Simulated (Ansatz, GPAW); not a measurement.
# STM contrast on a 3-layer slab of Cu(110), part 3 of 3

Aim: Tersoff-Hamann images of a 3-layer slab of Cu(110) at several biases.

GPAW 26.7.0 and Ansatz 0.2.0; Ansatz plane waves; slab in vacuum with a dipole correction, relaxation (the session's first sound run).

So far, upper work function (eV): step 2 (relaxation, PBE) 4.43; step 3 (plane waves, PBE) 4.42.

## Step 4: A second plane-wave code

A second program with its own datasets checks the number independently.

This step: Ansatz plane waves; slab in vacuum with a dipole correction (Ansatz 0.2.0).

The input, input.yaml:

```yaml
crystal:
  lattice:
    - [3.61, 0.0, 0.0]
    - [0.0, 2.5526554801, 0.0]
    - [0.0, 0.0, 20.5526554801]
  atoms:
    - { symbol: Cu, position: [0.0, 0.0, 0.4378996188] }
    - { symbol: Cu, position: [0.5, 0.5, 0.4975205209] }
    - { symbol: Cu, position: [0.0, 0.0, 0.5571433694] }
kpoints:
  mp_grid: { grid: [9, 12, 1] }
hamiltonian:
  xc: pbe
scf:
  occupations: { method: fermi_dirac, width: 0.1 }
efield:
  axis: 3
  dipole_correction: true
  ramp_width: 0.05
output:
  forces: true
  band_densities:
    - { e_range: [-2.0, 0] }
    - { e_range: [-1.0, 0] }
    - { e_range: [0, 1.5] }
  write_potential: true
  write_density: true
  volumetric_format: npy
```

On the command line:

```bash
$ ansatz run input.yaml --threads 4 --pin off --max-ram 8192MiB --backend cpu --events-out ev --progress --plain --runs-dir out
```

Numbers of over 12 decimals in the logs are rounded to 6 here.

The log of the run:

```text
[...]
Crystal: 3 atoms, lattice volume = 189.394 Å³
Basis set: ecut = 420 eV, 3717 PW (Γ), exchange–correlation on 50×36×288 points (8 copies of the dense FFT grid, shifted against one another)
Bands: 35, of which v1, the nominal top of the filled ones, is band 29 counted from 1 (28 counted from 0)
Symmetry: 4 space group operations
k-points: 35 of 108
[...]
SCF iter   1: F=—  HF=-19873.729931 eV  |F-HF|=—  |Δ(HF+E_count)|=         —  Δρ=1.85e-3  dr2=7.77e-3  ethr=1.77e-3  p=-0.000 e·Å  D=-4.56e-6 V/Å  ΔV_dip=0.00 eV  dr2_dipole=7.71e-13  V_vac-E_F(+/−)=4.45/4.45 eV  ⟨swp⟩=9.4  Hψ=5807  notcnv=0
[...]
SCF iter   9: F=-19873.735410 eV  HF=-19873.735410 eV  |F-HF|=2.05e-8  |Δ(HF+E_count)|=   6.08e-8  Δρ=6.12e-6  dr2=5.24e-8  ethr=1.75e-10  p=-0.000 e·Å  D=-3.52e-6 V/Å  ΔV_dip=0.00 eV  dr2_dipole=6.83e-12  V_vac-E_F(+/−)=4.43/4.43 eV  ⟨swp⟩=14.3  Hψ=9915  notcnv=0
SCF 1 converged in 9 iterations: F = -19873.735410 eV  dr2 = 5.24e-8
[...]
NSCF: frozen V_eff on 3 k-points
efield: sawtooth ramp at fractional position 0.9725 (kept from the solve that this one continues, or follows in the run), width 0.0500; the density the first Hamiltonian is built on has a dipole p = -0.000 e·Å; the dipole correction subtracts the counter field D = -3.52e-6 V/Å, which shifts the + side's vacuum level by +0.00 eV against the − side's; the planar-averaged density in the ramp window peaks in size at 1.7e-5 e/Å³
[...]
SCF converged after 9 iterations
Free energy (F): -19873.735410 eV
[...]
Internal energy: -19873.702271 eV  (E = F + TS)
E sigma→0 (E₀):  -19873.718840 eV
Entropy (-TS):   -0.033138 eV (-11.046 meV/atom)
Fermi energy:    -0.428482 eV
Dipole field:    D = -0.000007 V/Å  (p = -0.000007 e·Å, saw-weighted, corrected)
Work function:   Φ+ = 4.4253 eV   Φ− = 4.4252 eV
[...]
--- Forces (eV/Å), atoms counted from 1 ---
  atom   1  Cu     0.00000000     0.00000000     0.00153399
  atom   2  Cu     0.00000000     0.00000000     0.00006708
  atom   3  Cu    -0.00000000     0.00000000    -0.00157331
  max |Σ_I F_I| component: 2.78e-5 eV/Å
--- Band table (eV; the first three rows and the last of 35) ---
  k-point 0: bands = [... 25 lower, -2.0761, -1.8616, -1.7871, -1.7005, 0.5584, 3.3162, 3.3540, 3.9052, ... 2 higher]
  k-point 1: bands = [... 25 lower, -1.9663, -1.9450, -1.7814, -1.6850, 0.7431, 3.5104, 3.6094, 4.0659, ... 2 higher]
  k-point 2: bands = [... 25 lower, -2.0883, -1.9218, -1.8326, -1.4963, 1.2646, 3.9759, 4.4131, 4.5464, ... 2 higher]
  k-point 34: bands = [... 25 lower, -1.7536, -1.6754, 0.5505, 0.9734, 4.1291, 4.3350, 4.8946, 5.5324, ... 2 higher]
--- Band densities, each state counted as filled ---
  window                                       electrons  max residual (eV)  cut levels
  e_range: [-2, 0]                             12.648148             4.4e-9           0
  e_range: [-1, 0]                              1.185185             4.4e-9           0
  e_range: [0, 1.5]                             1.759259             4.9e-4           0
```

Elapsed: 5.4 s, on 4 threads of Intel Xeon Platinum 8488C (Sapphire Rapids), shared host; peak memory 0.56 GiB.

This step gave:

* upper work function: 4.425 eV
* lower work function: 4.425 eV
* dipole along the normal: -7.47e-6 e·Å
* dipole field: -7.13e-6 V/Å
* corrugation e range -2 0 3.5: 0.1577 Å
* decay e range -2 0: 1.253 Å⁻¹
* apparent barrier e range -2 0: 5.982 eV, hbar² kappa² / 2m (holds the in-plane momentum too)
* corrugation e range -1 0 3.5: 0.1585 Å
* decay e range -1 0: 1.252 Å⁻¹
* apparent barrier e range -1 0: 5.968 eV, hbar² kappa² / 2m (holds the in-plane momentum too)
* corrugation e range 0 1.5 3.5: 0.1753 Å
* decay e range 0 1.5: 0.9306 Å⁻¹
* apparent barrier e range 0 1.5: 3.300 eV, hbar² kappa² / 2m (holds the in-plane momentum too)

Electrostatic potential energy of an electron (with the applied field's), less the Fermi level, planar mean against z:

```tsv
z (Å)	electrostatic potential energy of an electron (with the applied field's), less the Fermi level, planar mean (eV)
0.0	4.43
0.5	4.43
1.0	4.43
1.5	4.43
2.0	4.43
2.5	4.43
3.0	4.43
3.5	4.43
4.0	4.43
4.5	4.43
5.0	4.42
5.5	4.42
6.0	4.41
6.5	4.38
7.0	4.27
7.5	3.86
8.0	2.42
8.5	-4.24
9.0	-9.56
9.5	-8.26
10.0	-9.62
10.5	-9.36
11.0	-8.36
11.5	-9.35
12.0	-3.38
12.5	2.63
13.0	3.93
13.5	4.28
14.0	4.39
14.5	4.41
15.0	4.42
15.5	4.42
16.0	4.43
16.5	4.43
17.0	4.43
17.5	4.43
18.0	4.43
18.5	4.43
19.0	4.43
19.5	4.43
20.0	4.43
```

The valence density, planar mean oscillates, so the rows of the table below give means over windows of 0.5 Å about each position, cut where the curve ends. Its maxima inside the range that stand out by 2 % of the span (Å: e/Å³): 8.99: 2.93, 10.28: 2.92, 11.42: 2.92. Its minima: 9.56: 0.689, 10.85: 0.669.

Table of valence density, planar mean by z; means over each step:

z (Å), valence density, planar mean (e/Å³) and a bar:
```
      5.5       0.00 
      6.0       0.00 
      6.5       0.00 
      7.0       0.01 
      7.5       0.02 
      8.0       0.09 #
      8.5       0.76 #########
      9.0       2.43 ##############################
      9.5       1.03 #############
     10.0       1.98 ########################
     10.5       1.78 ######################
     11.0       1.14 ##############
     11.5       2.40 ##############################
     12.0       0.62 ########
     12.5       0.08 #
     13.0       0.02 
     13.5       0.01 
     14.0       0.00 
     14.5       0.00 
     15.0       0.00
```

E_range_-2_0. The planar mean of the window's density by height over the top atom:

```tsv
height over the top atom (Å)	planar mean of the window's density (e/Å³)
1.50	0.0126
1.70	0.00799
1.90	0.00500
2.10	0.00311
2.30	0.00194
2.70	7.5e-4
2.90	4.6e-4
3.10	2.8e-4
3.30	1.7e-4
3.50	1.1e-4
3.70	6.5e-5
3.90	3.9e-5
4.10	2.4e-5
4.30	1.4e-5
4.50	8.6e-6
4.90	3.1e-6
5.10	1.9e-6
5.30	1.1e-6
5.50	6.7e-7
5.70	4.0e-7
5.90	2.4e-7
6.10	1.4e-7
6.30	8.6e-8
6.50	5.1e-8
6.70	3.1e-8
7.10	1.1e-8
7.30	6.4e-9
7.50	3.8e-9
7.70	2.2e-9
7.90	1.3e-9
```

Density over a1 and a2. Constant height 3.5 Å over the top atom, window e_range_-2_0.

Ten even steps from '0' (0.87 × 1e-4 e/Å³) to '9' (1.28 × 1e-4 e/Å³):
```
9998765432110011234567899
9998765432110011234567899
9988765432100001234567889
9988765322100001223567889
8887654321100001123456788
8887654321000000123456788
8877654321000000123456778
8877654321000000123456778
8877654321000000123456778
8877654321000000123456778
8877654321000000123456778
8887654321000000123456788
8887654321100001123456788
9988765322100001223567889
9988765432100001234567889
9998765432110011234567899
9998765432110011234567899
9998765432110011234567899
```
Columns: a1 from 0 to 0.96; rows upwards: a2 from 0 to 0.944.

Tip height over the top atom over a1 and a2. Constant current at the density 1.061e-04 e/Å^3, window e_range_-2_0.

Values in Å, 12 rows by 16 columns, each cell a mean:
```
3.57 3.56 3.55 3.53 3.50 3.48 3.45 3.44 3.43 3.44 3.46 3.49 3.51 3.54 3.56 3.57
3.57 3.56 3.55 3.53 3.50 3.47 3.45 3.43 3.43 3.44 3.46 3.48 3.51 3.53 3.55 3.56
3.56 3.56 3.54 3.52 3.50 3.47 3.44 3.43 3.42 3.43 3.45 3.48 3.50 3.53 3.55 3.56
3.56 3.55 3.54 3.52 3.49 3.46 3.44 3.42 3.42 3.43 3.45 3.47 3.50 3.52 3.54 3.55
3.55 3.55 3.53 3.51 3.49 3.46 3.44 3.42 3.42 3.42 3.44 3.47 3.50 3.52 3.54 3.55
3.55 3.54 3.53 3.51 3.48 3.46 3.43 3.42 3.41 3.42 3.44 3.47 3.49 3.52 3.54 3.55
3.55 3.55 3.53 3.51 3.49 3.46 3.44 3.42 3.41 3.42 3.44 3.47 3.50 3.52 3.54 3.55
3.55 3.55 3.53 3.51 3.49 3.46 3.44 3.42 3.42 3.43 3.45 3.47 3.50 3.52 3.54 3.55
3.56 3.55 3.54 3.52 3.49 3.47 3.44 3.43 3.42 3.43 3.45 3.48 3.50 3.53 3.55 3.56
3.56 3.56 3.54 3.52 3.50 3.47 3.45 3.43 3.43 3.44 3.45 3.48 3.51 3.53 3.55 3.56
3.57 3.56 3.55 3.53 3.50 3.47 3.45 3.43 3.43 3.44 3.46 3.49 3.51 3.54 3.56 3.57
3.57 3.56 3.55 3.53 3.50 3.48 3.45 3.44 3.43 3.44 3.46 3.49 3.51 3.54 3.56 3.57
```
Columns: a1 from 0 to 0.96; rows upwards: a2 from 0 to 0.944.

E_range_-1_0. Planar mean of the window's density against height over the top atom:

```tsv
height over the top atom (Å)	planar mean of the window's density (e/Å³)
1.50	0.00518
1.70	0.00346
1.90	0.00226
2.10	0.00145
2.30	9.3e-4
2.50	5.9e-4
2.70	3.7e-4
2.90	2.3e-4
3.10	1.4e-4
3.30	8.7e-5
3.50	5.4e-5
3.70	3.3e-5
3.90	2.0e-5
4.10	1.2e-5
4.30	7.2e-6
4.50	4.4e-6
4.70	2.6e-6
4.90	1.6e-6
5.10	9.4e-7
5.30	5.6e-7
5.50	3.3e-7
5.70	2.0e-7
5.90	1.2e-7
6.10	7.0e-8
6.30	4.2e-8
6.50	2.5e-8
6.70	1.5e-8
6.90	8.7e-9
7.10	5.2e-9
7.30	3.0e-9
7.50	1.8e-9
7.70	1.0e-9
7.90	5.9e-10
```

Density over a1 and a2. Constant height 3.5 Å over the top atom, window e_range_-1_0.

Values in units of 1e-5 e/Å³, 12 rows by 16 columns, each cell a mean:
```
6.4 6.3 6.1 5.8 5.4 5.0 4.8 4.6 4.5 4.6 4.8 5.2 5.5 5.9 6.2 6.4
6.4 6.3 6.0 5.7 5.4 5.0 4.7 4.6 4.5 4.6 4.8 5.1 5.5 5.8 6.1 6.3
6.3 6.2 5.9 5.6 5.3 4.9 4.7 4.5 4.5 4.6 4.8 5.1 5.4 5.8 6.1 6.2
6.2 6.1 5.9 5.6 5.2 4.9 4.6 4.5 4.4 4.5 4.7 5.0 5.4 5.7 6.0 6.1
6.1 6.0 5.8 5.5 5.2 4.9 4.6 4.4 4.4 4.5 4.7 5.0 5.3 5.6 5.9 6.1
6.1 6.0 5.8 5.5 5.2 4.8 4.6 4.4 4.4 4.5 4.7 5.0 5.3 5.6 5.9 6.1
6.1 6.0 5.8 5.5 5.2 4.8 4.6 4.4 4.4 4.5 4.7 5.0 5.3 5.6 5.9 6.1
6.2 6.1 5.9 5.6 5.2 4.9 4.6 4.5 4.4 4.5 4.7 5.0 5.3 5.7 6.0 6.1
6.3 6.2 5.9 5.6 5.3 4.9 4.7 4.5 4.5 4.6 4.8 5.1 5.4 5.7 6.0 6.2
6.3 6.2 6.0 5.7 5.3 5.0 4.7 4.5 4.5 4.6 4.8 5.1 5.5 5.8 6.1 6.3
6.4 6.3 6.1 5.7 5.4 5.0 4.8 4.6 4.5 4.6 4.8 5.2 5.5 5.9 6.2 6.3
6.4 6.3 6.1 5.8 5.4 5.0 4.8 4.6 4.6 4.6 4.9 5.2 5.5 5.9 6.2 6.4
```
Columns: a1 from 0 to 0.96; rows upwards: a2 from 0 to 0.944.

Tip height over the top atom over a1 and a2. Constant current at the density 5.355e-05 e/Å^3, window e_range_-1_0.

Ten even steps from '0' (3.41 Å) to '9' (3.57 Å):
```
9998876542211112245678899
9998876532211112235678899
9998775432110011234577899
9998765432110011234567899
9988765432100001234567889
9888765432100001234567888
8887765432100001234567788
8887765421100001124567788
8887765321100001123567788
8887765421100001124567788
8887765432100001234567788
9888765432100001234567888
9988765432100001234567889
9998765432110011234567899
9998775432110011234577899
9998876532211112235678899
9998876542211112245678899
9998876543211112345678899
```
Columns: a1 from 0 to 0.96; rows upwards: a2 from 0 to 0.944.

E_range_0_1.5. The planar mean of the window's density by height over the top atom:

```tsv
height over the top atom (Å)	planar mean of the window's density (e/Å³)
1.50	0.0110
1.90	0.00564
2.10	0.00397
2.50	0.00195
2.70	0.00136
3.10	6.6e-4
3.30	4.6e-4
3.70	2.2e-4
3.90	1.5e-4
4.30	7.2e-5
4.50	4.9e-5
4.90	2.3e-5
5.10	1.6e-5
5.50	7.4e-6
5.70	5.1e-6
6.10	2.4e-6
6.30	1.6e-6
6.70	7.7e-7
6.90	5.3e-7
7.30	2.6e-7
7.50	1.8e-7
7.90	9.5e-8
```

Density over a1 and a2. Constant height 3.5 Å over the top atom, window e_range_0_1.5.

Values in units of 1e-4 e/Å³, 12 rows by 16 columns, each cell a mean:
```
3.7 3.6 3.5 3.3 3.2 3.0 2.8 2.7 2.7 2.8 2.9 3.0 3.2 3.4 3.6 3.7
3.7 3.6 3.5 3.3 3.2 3.0 2.8 2.7 2.7 2.8 2.9 3.0 3.2 3.4 3.6 3.6
3.7 3.6 3.5 3.3 3.1 3.0 2.8 2.7 2.7 2.8 2.9 3.0 3.2 3.4 3.5 3.6
3.6 3.6 3.5 3.3 3.1 3.0 2.8 2.7 2.7 2.8 2.9 3.0 3.2 3.4 3.5 3.6
3.6 3.6 3.5 3.3 3.1 2.9 2.8 2.7 2.7 2.7 2.8 3.0 3.2 3.4 3.5 3.6
3.6 3.6 3.5 3.3 3.1 2.9 2.8 2.7 2.7 2.7 2.8 3.0 3.2 3.4 3.5 3.6
3.6 3.6 3.5 3.3 3.1 2.9 2.8 2.7 2.7 2.7 2.8 3.0 3.2 3.4 3.5 3.6
3.6 3.6 3.5 3.3 3.1 2.9 2.8 2.7 2.7 2.7 2.9 3.0 3.2 3.4 3.5 3.6
3.7 3.6 3.5 3.3 3.1 3.0 2.8 2.7 2.7 2.8 2.9 3.0 3.2 3.4 3.5 3.6
3.7 3.6 3.5 3.3 3.2 3.0 2.8 2.7 2.7 2.8 2.9 3.0 3.2 3.4 3.6 3.6
3.7 3.6 3.5 3.3 3.2 3.0 2.8 2.7 2.7 2.8 2.9 3.0 3.2 3.4 3.6 3.7
3.7 3.6 3.5 3.4 3.2 3.0 2.8 2.7 2.7 2.8 2.9 3.0 3.2 3.4 3.6 3.7
```
Columns: a1 from 0 to 0.96; rows upwards: a2 from 0 to 0.944.

Tip height over the top atom over a1 and a2. Constant current at the density 3.179e-04 e/Å^3, window e_range_0_1.5.

Values in Å, 12 rows by 16 columns, each cell a mean:
```
3.58 3.57 3.55 3.53 3.50 3.46 3.44 3.41 3.41 3.42 3.44 3.48 3.51 3.54 3.56 3.57
3.57 3.57 3.55 3.53 3.50 3.46 3.43 3.41 3.41 3.42 3.44 3.47 3.51 3.54 3.56 3.57
3.57 3.57 3.55 3.52 3.49 3.46 3.43 3.41 3.41 3.42 3.44 3.47 3.51 3.53 3.56 3.57
3.57 3.56 3.55 3.52 3.49 3.46 3.43 3.41 3.40 3.42 3.44 3.47 3.50 3.53 3.56 3.57
3.57 3.56 3.55 3.52 3.49 3.46 3.43 3.41 3.40 3.41 3.44 3.47 3.50 3.53 3.55 3.57
3.57 3.56 3.54 3.52 3.49 3.46 3.43 3.41 3.40 3.41 3.44 3.47 3.50 3.53 3.55 3.57
3.57 3.56 3.55 3.52 3.49 3.46 3.43 3.41 3.40 3.41 3.44 3.47 3.50 3.53 3.55 3.57
3.57 3.56 3.55 3.52 3.49 3.46 3.43 3.41 3.40 3.41 3.44 3.47 3.50 3.53 3.55 3.57
3.57 3.57 3.55 3.52 3.49 3.46 3.43 3.41 3.41 3.42 3.44 3.47 3.50 3.53 3.56 3.57
3.57 3.57 3.55 3.53 3.49 3.46 3.43 3.41 3.41 3.42 3.44 3.47 3.51 3.54 3.56 3.57
3.58 3.57 3.55 3.53 3.50 3.46 3.43 3.41 3.41 3.42 3.44 3.48 3.51 3.54 3.56 3.57
3.58 3.57 3.55 3.53 3.50 3.46 3.44 3.41 3.41 3.42 3.44 3.48 3.51 3.54 3.56 3.57
```
Columns: a1 from 0 to 0.96; rows upwards: a2 from 0 to 0.944.

The upper face's work function is 4.425 eV, against 4.416 eV in the first plane-wave PBE run at this geometry.

## Step 5: Side by side

Results and costs are gathered.

This step: comparison of work functions, dipole and cost (GPAW 26.7.0).

Ladder, by row:

```tsv
step	code	work function, upper (eV)	work function, lower (eV)	dipole (e Å)	wall time (s)	peak memory (GiB)	threads
pw	GPAW	4.416	4.416	-1.46e-5	64.11	0.35	1
ansatz	Ansatz	4.425	4.425	-7.47e-6	5.36	0.564	4
```

## Step 6: Results

```
work function, both faces : 4.42 eV
dipole along the normal   : -1.5e-5 e Å, near the numerical noise
corrugation at -2 V       : 0.139 Å
corrugation at -1 V       : 0.145 Å
corrugation at 1.5 V      : 0.172 Å
```

What this shows: The corrugation at constant current is largest at 1.5 V, where the tip height varies by 0.17 Å over the cell. Negative sample bias images filled states, positive bias empty ones. The two plane-wave codes differ by 0.0092 eV on the upper face. The images are of Tersoff-Hamann type: an s-wave tip, no tip-sample forces, heights closer than in a microscope. Ansatz gives corrugations of 0.16 Å at -2 V (GPAW 0.14), 0.16 Å at -1 V (GPAW 0.14) and 0.18 Å at 1.5 V (GPAW 0.17). GPAW's time includes a further run over the whole zone for the images, so the two times are not like for like. The slab is only 2.5 Å thick between its outer nuclei, so the values belong to this film more than to the surface of the bulk metal. The in-plane lattice was kept as typed, which isn't the functional's own and leaves some strain; spin-orbit coupling and temperature are left out.

[Logs are printed without paths, hosts, clocks, repeated set-up lines and the standing remarks that a program may print on its own settings, such as how far it seeks lower states.]

[Hosts, paths, dates, database ids (printed as entryN), source tags and the programs' standing remarks are cut or masked in the printed files.]
